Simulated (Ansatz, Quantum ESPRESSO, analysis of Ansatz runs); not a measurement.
## Li2CdCl4 (Imma), V_Cl hop (3.7 Å): attempt frequency at charge +1

Aim: the prefactor of a hop in Li2CdCl4 (Imma) (V_Cl hop (3.7 Å), charge +1) from the modes of the moving atom at the start and at the top of a path found beforehand. Model: a cell of 56 host atoms with 1 Cl taken out.

Method: plane-wave PAW DFT, PBEsol; finite-difference force constants of the moving atom alone, in Ansatz 0.2.0.

## 1. The structure

The cell holds 55 atoms: 16 Li, 8 Cd and 31 Cl. Its edges and angles: a = 12.949 Å, b = 12.809 Å, c = 10.609 Å, α = 66.4°, β = 65.0°, γ = 48.6°. It derives from Li2CdCl4 (space group Imma). Nearest the centre at fractional (0.305, 0.565, 0.561): Cl53 at 1.82 Å, Li5 at 1.96 Å, Li15 at 3.02 Å, Cl32 at 3.02 Å, Cl44 at 3.07 Å, Cl37 at 3.21 Å, Li10 at 3.21 Å, Cl42 at 3.35 Å. The cell carries charge +1.

The cell's shortest repeat is 10.6 Å.

## 2. Vibrations of the moving atom at the start point

Harmonic transition-state theory takes the prefactor from the modes at the minimum and at the top. Only the moving atom is displaced, by 0.02 Å, which takes six displaced runs and a reference; the host's atoms are held.

File qp1.start.modes/input.yaml:

```yaml
crystal:
  lattice:
    - [0.0, 7.62069338, 10.46883164]
    - [7.38023042, 0.0, 10.46883164]
    - [7.38023042, 7.62069338, 0.0]
  atoms:
    - { symbol: Li, position: [0.19615452, 0.44700532, 0.05091366] }
    - { symbol: Li, position: [0.52958237, 0.66675821, 0.21978361] }
    - { symbol: Li, position: [0.6987357, 0.94433464, 0.55328251] }
    - { symbol: Li, position: [0.94722425, 0.19857006, 0.80237415] }
    - { symbol: Li, position: [0.11488941, 0.61124962, 0.63446192] }
    - { symbol: Li, position: [0.37682733, 0.87692834, 0.87857104] }
    - { symbol: Li, position: [0.62534405, 0.123992, 0.12447851] }
    - { symbol: Li, position: [0.87115897, 0.38250532, 0.37283214] }
    - { symbol: Li, position: [0.1223911, 0.12757534, 0.12516215] }
    - { symbol: Li, position: [0.37395535, 0.37125199, 0.37568187] }
    - { symbol: Li, position: [0.62441368, 0.6254935, 0.62725286] }
    - { symbol: Li, position: [0.87324902, 0.87325301, 0.87640286] }
    - { symbol: Li, position: [0.04674419, 0.80632337, 0.20738563] }
    - { symbol: Li, position: [0.30537083, 0.05114304, 0.44448946] }
    - { symbol: Li, position: [0.54235306, 0.31063825, 0.70316412] }
    - { symbol: Li, position: [0.81018701, 0.55011188, 0.93977323] }
    - { symbol: Cd, position: [-0.03269715, 0.03087014, 0.50666516] }
    - { symbol: Cd, position: [0.25335688, 0.24484976, 0.74837441] }
    - { symbol: Cd, position: [0.50289035, 0.49497202, 0.00169642] }
    - { symbol: Cd, position: [0.75074022, 0.75223775, 0.25088283] }
    - { symbol: Cd, position: [0.00112448, 0.49682513, 0.49644056] }
    - { symbol: Cd, position: [0.2429904, 0.75509798, 0.78233404] }
    - { symbol: Cd, position: [0.49868164, 0.00449465, -0.00109472] }
    - { symbol: Cd, position: [0.74800764, 0.24977442, 0.24697402] }
    - { symbol: Cl, position: [0.13752517, 0.11588205, 0.88393511] }
    - { symbol: Cl, position: [0.38677586, 0.36758705, 0.13067583] }
    - { symbol: Cl, position: [0.63589626, 0.6223415, 0.38103746] }
    - { symbol: Cl, position: [0.89899436, 0.86419933, 0.62544769] }
    - { symbol: Cl, position: [0.49953454, 0.99772871, 0.75272095] }
    - { symbol: Cl, position: [0.74878539, 0.24675694, 0.00129593] }
    - { symbol: Cl, position: [0.99724737, 0.49972719, 0.2506526] }
    - { symbol: Cl, position: [0.12419259, 0.63903575, 0.8503541] }
    - { symbol: Cl, position: [0.36846054, 0.88996342, 0.11355966] }
    - { symbol: Cl, position: [0.61874321, 0.13546132, 0.36294901] }
    - { symbol: Cl, position: [0.86534927, 0.38776876, 0.61211293] }
    - { symbol: Cl, position: [0.24767853, 0.24890973, -0.00191523] }
    - { symbol: Cl, position: [0.49859887, 0.49678256, 0.25102117] }
    - { symbol: Cl, position: [0.75102153, 0.74521129, 0.50171029] }
    - { symbol: Cl, position: [1.00279823, 0.99490385, 0.74675834] }
    - { symbol: Cl, position: [-0.00194901, 0.00488931, 0.25810584] }
    - { symbol: Cl, position: [0.25030075, 0.25072068, 0.49970269] }
    - { symbol: Cl, position: [0.4918507, 0.51108693, 0.75181353] }
    - { symbol: Cl, position: [0.74753599, 0.75084591, 1.00238863] }
    - { symbol: Cl, position: [0.13209944, 0.61105285, 0.39127301] }
    - { symbol: Cl, position: [0.37693427, 0.86019688, 0.63890645] }
    - { symbol: Cl, position: [0.6355316, 0.11121384, 0.88317016] }
    - { symbol: Cl, position: [0.8755045, 0.36723467, 0.13899051] }
    - { symbol: Cl, position: [0.00295552, 0.49466511, 0.74626697] }
    - { symbol: Cl, position: [0.2536215, 0.75053533, 1.01625183] }
    - { symbol: Cl, position: [0.50442954, 0.00173991, 0.24487345] }
    - { symbol: Cl, position: [0.7331748, 0.27087235, 0.49595498] }
    - { symbol: Cl, position: [0.11101421, 0.12625232, 0.37282842] }
    - { symbol: Cl, position: [0.35826487, 0.38511773, 0.61764639] }
    - { symbol: Cl, position: [0.61078894, 0.63192929, 0.87456453] }
    - { symbol: Cl, position: [0.86663265, 0.87987012, 0.1144179] }
  symmetry: { detect: false }
total_charge: 1
basis:
  ecutwfc: 420
  xc_grid: 2
hamiltonian:
  xc: pbesol
kpoints:
  mp_grid: { grid: [1, 1, 1], shift: [0.25, 0.25, 0.25] }
scf:
  occupations: { method: fixed }
  max_iter: 120
phonons:
  supercell: [1, 1, 1]
  displaced_sites: [52]
  amplitude: 0.02
```

Command:

```
$ ansatz run input.yaml --threads 16 --pin off --max-ram 26378MiB --backend cpu --events-out ev --progress --plain --runs-dir out
```

Numbers of over 12 decimals in the logs are rounded to 6 here.

The program printed:

```text
[... repeated set-up lines and file paths are left out, and long positions are rounded to six places ...]
Engine: ansatz 0.2.0, x86_64-unknown-linux-gnu
Pseudopotentials: kind: paw
Pseudopotential: Li, paw, valence charge 3, recommended cutoff 420 eV (normal), Li.paw.azcp
Pseudopotential: Cd, paw, valence charge 20, recommended cutoff 420 eV (normal), Cd.paw.azcp
Pseudopotential: Cl, paw, valence charge 7, recommended cutoff 420 eV (normal), Cl.paw.azcp
Functional definition: PBEsol
  exchange = pbesol_x
  correlation = pbesol_c
Crystal: 55 atoms, lattice volume = 1177.586 Å³
Basis set: ecut = 420 eV, 23051 PW (Γ), exchange–correlation on 180×180×144 points (8 copies of the dense FFT grid, shifted against one another)
Bands: 267, of which v1, the nominal top of the filled ones, is band 212 counted from 1 (211 counted from 0)
Symmetry: 1 space group operations
k-points: 1
Non-local potential: Li, projectors of the file, l = 0: 3, l = 1: 2, l = 2: 1
Non-local potential: Cd, projectors of the file, l = 0: 3, l = 1: 2, l = 2: 2, l = 3: 1
Non-local potential: Cl, projectors of the file, l = 0: 2, l = 1: 2, l = 2: 2
PAW form: soft (Blöchl's): semilocal exchange-correlation on the pseudo side does not see the compensation charge
PAW frozen core: Cd, regenerated for the run's functional, and the local potential with it (the file was generated under x = pbe(κ = 0.804, μ = 0.219515), c = pbe(β = 0.066725))
PAW frozen core: Cl, regenerated for the run's functional, and the local potential with it (the file was generated under x = pbe(κ = 0.804, μ = 0.219515), c = pbe(β = 0.066725))
PAW one-centre angular grid: Li, 110 points (default); XC on 64 Gauss nodes
PAW one-centre angular grid: Cd, 590 points (default); XC on 64 Gauss nodes
PAW one-centre angular grid: Cl, 110 points (default); XC on 64 Gauss nodes
Initial density: superposition of atomic densities (neutral atoms scaled as one to the charged cell's electrons: chi_scale 0, normalization atom), corrected by the library's trained network
Initial wavefunctions: pseudopotential atomic-orbital guess
Functional: x = pbesol(κ = 0.804, μ = 0.123457), c = pbesol(β = 0.046)
SCF iter   1: F=—  HF=-101692.684027 eV  |F-HF|=—  |Δ(HF+E_count)|=         —  Δρ=6.03e-3  dr2=8.19e-1  ethr=1.77e-3  ⟨swp⟩=5.0  Hψ=846  notcnv=0  defer=52
preconditioner: auto → Resta (q_TF=auto, 2.301 Å⁻¹)  ε∞=3.4  [insulator: Δε(μ)=3.758 eV  Ē_g=12.639 eV  n_scr=242 (ndim 8)  ℏωp=19.6 eV  f_vac=0.080  ε∞_Penn≈3.4]
SCF iter   2: F=—  HF=-101692.444952 eV  |F-HF|=—  |Δ(HF+E_count)|=   2.39e-1  Δρ=1.59e-3  dr2=6.68e-2  ethr=1.93e-4  ⟨swp⟩=3.0  Hψ=445  notcnv=0  defer=53
SCF iter   3: F=—  HF=-101692.428546 eV  |F-HF|=—  |Δ(HF+E_count)|=   1.64e-2  Δρ=6.32e-4  dr2=7.36e-3  ethr=1.58e-5  ⟨swp⟩=3.0  Hψ=317  notcnv=0  defer=53
SCF iter   4: F=—  HF=-101692.428711 eV  |F-HF|=—  |Δ(HF+E_count)|=   1.65e-4  Δρ=2.14e-4  dr2=7.94e-4  ethr=1.74e-6  ⟨swp⟩=2.0  Hψ=355  notcnv=0  defer=53
SCF iter   5: F=—  HF=-101692.429340 eV  |F-HF|=—  |Δ(HF+E_count)|=   6.29e-4  Δρ=5.53e-5  dr2=1.17e-4  ethr=1.87e-7  ⟨swp⟩=2.0  Hψ=423  notcnv=0  defer=51
SCF iter   6: F=—  HF=-101692.429563 eV  |F-HF|=—  |Δ(HF+E_count)|=   2.23e-4  Δρ=1.96e-5  dr2=1.01e-5  ethr=2.76e-8  ⟨swp⟩=2.0  Hψ=353  notcnv=0  defer=48
SCF iter   7: F=—  HF=-101692.430811 eV  |F-HF|=—  |Δ(HF+E_count)|=   1.25e-3  Δρ=7.00e-6  dr2=6.87e-7  ethr=2.38e-9  ⟨swp⟩=2.0  Hψ=445  notcnv=0  defer=47
SCF iter   8: F=—  HF=-101692.430812 eV  |F-HF|=—  |Δ(HF+E_count)|=   9.70e-7  Δρ=3.45e-6  dr2=1.28e-7  ethr=1.62e-10  ⟨swp⟩=2.0  Hψ=432  notcnv=0  defer=48
SCF iter   9: F=—  HF=-101692.430813 eV  |F-HF|=—  |Δ(HF+E_count)|=   9.23e-8  Δρ=1.18e-6  dr2=1.54e-8  ethr=3.02e-11  ⟨swp⟩=2.0  Hψ=432  notcnv=0  defer=48
SCF iter  10: F=—  HF=-101692.430813 eV  |F-HF|=—  |Δ(HF+E_count)|=   1.21e-8  Δρ=2.70e-7  dr2=1.40e-9  ethr=3.62e-12  ⟨swp⟩=2.0  Hψ=432  notcnv=0  defer=48
[...]
SCF 1 converged in 11 iterations: F = -101692.430813 eV  dr2 = 1.18e-10
  greatest PAW one-centre occupation: 1.000 electrons in one spin orbital (limit 2), on the Cd atom at site 21 (counted from 0), in its partial waves of l = 0
Initial density: handed on by an earlier stage of this run
Initial wavefunctions: those handed on with the density
[...]
SCF 2 converged in 8 iterations: F = -101692.430395 eV  dr2 = 7.30e-12
[...]
SCF 3 converged in 5 iterations: F = -101692.430393 eV  dr2 = 3.80e-11
[...]
SCF 4 converged in 8 iterations: F = -101692.430143 eV  dr2 = 1.05e-11
[...]
SCF 5 converged in 5 iterations: F = -101692.430083 eV  dr2 = 5.35e-11
[...]
SCF iter   5: F=—  HF=-101692.429885 eV  |F-HF|=—  |Δ(HF+E_count)|=   1.01e-7  Δρ=1.09e-6  dr2=1.73e-8  ethr=4.66e-11  ⟨swp⟩=2.0  Hψ=397  notcnv=0  defer=47
SCF iter   6: F=—  HF=-101692.429885 eV  |F-HF|=—  |Δ(HF+E_count)|=   1.17e-8  Δρ=4.81e-7  dr2=2.68e-9  ethr=4.07e-12  ⟨swp⟩=2.0  Hψ=427  notcnv=0  defer=47
SCF iter   7: F=—  HF=-101692.429885 eV  |F-HF|=—  |Δ(HF+E_count)|=   1.96e-9  Δρ=1.83e-7  dr2=4.27e-10  ethr=1.00e-12  ⟨swp⟩=2.0  Hψ=427  notcnv=0  defer=47
SCF iter   8: F=-101692.429885 eV  HF=-101692.429885 eV  |F-HF|=5.82e-11  |Δ(HF+E_count)|=  4.22e-10  Δρ=4.01e-8  dr2=3.64e-11  ethr=1.00e-12  ⟨swp⟩=4.0  Hψ=826  notcnv=0
SCF 6 converged in 8 iterations: F = -101692.429885 eV  dr2 = 3.64e-11
iter 1 solved again at ethr=4.95e-10 eV; its pass at ethr=3.10e-3 eV (dr2=2.10e-6 eV) is discarded
SCF iter   1: F=—  HF=-101692.429735 eV  |F-HF|=—  |Δ(HF+E_count)|=         —  Δρ=1.34e-5  dr2=5.45e-7  ethr=4.95e-10  ⟨swp⟩=3.0  Hψ=923  notcnv=0  defer=47
SCF iter   2: F=—  HF=-101692.429801 eV  |F-HF|=—  |Δ(HF+E_count)|=   6.54e-5  Δρ=6.72e-6  dr2=1.24e-7  ethr=1.28e-10  ⟨swp⟩=2.0  Hψ=397  notcnv=0  defer=47
SCF iter   3: F=—  HF=-101692.429801 eV  |F-HF|=—  |Δ(HF+E_count)|=   8.51e-9  Δρ=7.25e-7  dr2=3.27e-9  ethr=2.92e-11  ⟨swp⟩=2.0  Hψ=364  notcnv=0  defer=47
SCF iter   4: F=—  HF=-101692.429801 eV  |F-HF|=—  |Δ(HF+E_count)|=  8.15e-10  Δρ=1.78e-7  dr2=3.51e-10  ethr=1.00e-12  ⟨swp⟩=2.0  Hψ=427  notcnv=0  defer=47
SCF iter   5: F=-101692.429801 eV  HF=-101692.429801 eV  |F-HF|=4.37e-11  |Δ(HF+E_count)|=  2.04e-10  Δρ=7.00e-8  dr2=6.68e-11  ethr=1.00e-12  ⟨swp⟩=4.0  Hψ=827  notcnv=0
SCF 7 converged in 5 iterations: F = -101692.429801 eV  dr2 = 6.68e-11
SCF converged after 11 iterations
Free energy (F): -101692.430813 eV
Harris-Foulkes:  -101692.430813 eV  (|F-HF|=1.46e-10)
Internal energy: -101692.430813 eV  (E = F + TS)
E sigma→0 (E₀):  -101692.430813 eV
Fermi energy:    2.407787 eV
--- Per-component energies (eV) ---
  E_band       = -6476.615037
  E_kinetic    = 9369.514367
  E_local      = -49293.474950  (includes V_loc(G=0)·N_el)
  E_nonlocal   = 675.261296
  E_hartree    = 21476.679266
  E_xc         = -4847.479410
  E_vxc        = -5736.629651  (∫ρ·V_xc dr)
  E_paw        = -52335.878258  (= ΣΔE_a)
  E_vpaw       = -4444.647439  (= ΣTr[D̂ρ^β])
  E_aug_tail   = 0.003203  (compensation charges beyond the density's cutoff)
  E_ewald      = -26742.223400
  E_core_change = 5.167073  (= ΣΔE_core)
  E_smearing   = -0.000000  (= −TS)
  E_closure    = 0.000000  (closes the sum)
  E_deformation_potential = 10.754947  (in the stress; not in F)
  Σ components = -101692.430813   (vs F -101692.430813, Δ=0.00e0)
--- Forces (eV/Å), atoms counted from 1 ---
  atom   1  Li     0.00081096     0.00054947    -0.00125973
  atom   2  Li     0.00022684     0.00094114     0.00346866
  [... 2 atoms left out ...]
  atom   5  Li    -0.00153424    -0.00010519    -0.00030344
  [... 4 atoms left out ...]
  atom  10  Li    -0.00045415     0.00004592    -0.00127273
  [... 4 atoms left out ...]
  atom  15  Li     0.00128040     0.00013892    -0.00096464
  [... 6 atoms left out ...]
  atom  22  Cd     0.00197363     0.00601946    -0.00276579
  [... 5 atoms left out ...]
  atom  28  Cl     0.00013285     0.00112553     0.00216635
  [... 3 atoms left out ...]
  atom  32  Cl     0.00089415    -0.00132581     0.00302797
  [... 4 atoms left out ...]
  atom  37  Cl    -0.00215495     0.00030781    -0.00059702
  [... 4 atoms left out ...]
  atom  42  Cl     0.00050885    -0.00178719    -0.00065545
  [... 1 atom left out ...]
  atom  44  Cl     0.00166746    -0.00152936     0.00036655
  [... 8 atoms left out ...]
  atom  53  Cl     0.00007846     0.00156479     0.00097536
  [... 2 atoms left out ...]
  max |Σ_I F_I| component: 2.92e-6 eV/Å
--- Band table (eV) ---
  k-point 0: bands = ["-97.8653", "-97.8614", "-97.5819", "-97.5818", [... 259 left out ...] "11.6668", "11.6954", "11.7467", "11.7598"]
--- Phonons: 6 displaced members + reference (amplitude 0.02 Å, Σ member SCF iterations 39) ---
  symmetry images taken by strict's conditions (phonons.symmetry_images: auto; settled by no image being taken that strict refuses)
  force constants formed among 1 of 55 sites (Cl 52); the other 54 at rest. The modes move the named sites alone.
  the frequencies, the zero-point energy and the sums are of the block with the acoustic sum rule laid on its rows. Row sums over every site: 4.9e-5 eV/Å² at the most
  transpose residual: 7.4e-4 eV/Å²
  largest component of a force at the reference: 1.6e-3 eV/Å on a named site, 6.0e-3 eV/Å on a site at rest
  frequencies among the named sites at Γ of the cell (cm⁻¹): 126.61 155.99 199.31
  unstable modes among the named sites: 0
  frequencies as built, with no sum rule (cm⁻¹): 126.61 155.99 199.31
  zero-point energy: 0.029875 eV/cell   skipped modes (ω ≤ 0): 0
  not written: the harmonic force-constant file, the file of eigenvectors (these modes' are written with the force constants), the density of states and the dispersion, which are of every site
```

Wall time 15 s (16 threads of Intel Xeon 6975P-C (Granite Rapids), shared host); peak memory 2.3 GiB.

Reading the cycles: dr2 is the Hartree energy of the density residual (eV), the measure of convergence; HF is the Harris–Foulkes estimate of the energy, which meets the free energy F at convergence.

Numbers from this step:

```yaml
free_energy: -101692.4308 eV
frequencies_of_moving_atom: 126.6, 156.0, 199.3 cm⁻¹ (negative: imaginary)
```

The three modes are 127, 156 and 199 cm⁻¹: all real, a minimum for this atom with the others held.

[end of part 1 of 2]

[Logs are printed without paths, hosts, clocks, repeated set-up lines and the standing remarks that a program may print on its own settings, such as how far it seeks lower states.]

[Hosts, paths, dates, database ids (printed as entryN), source tags and the programs' standing remarks are cut or masked in the printed files.]
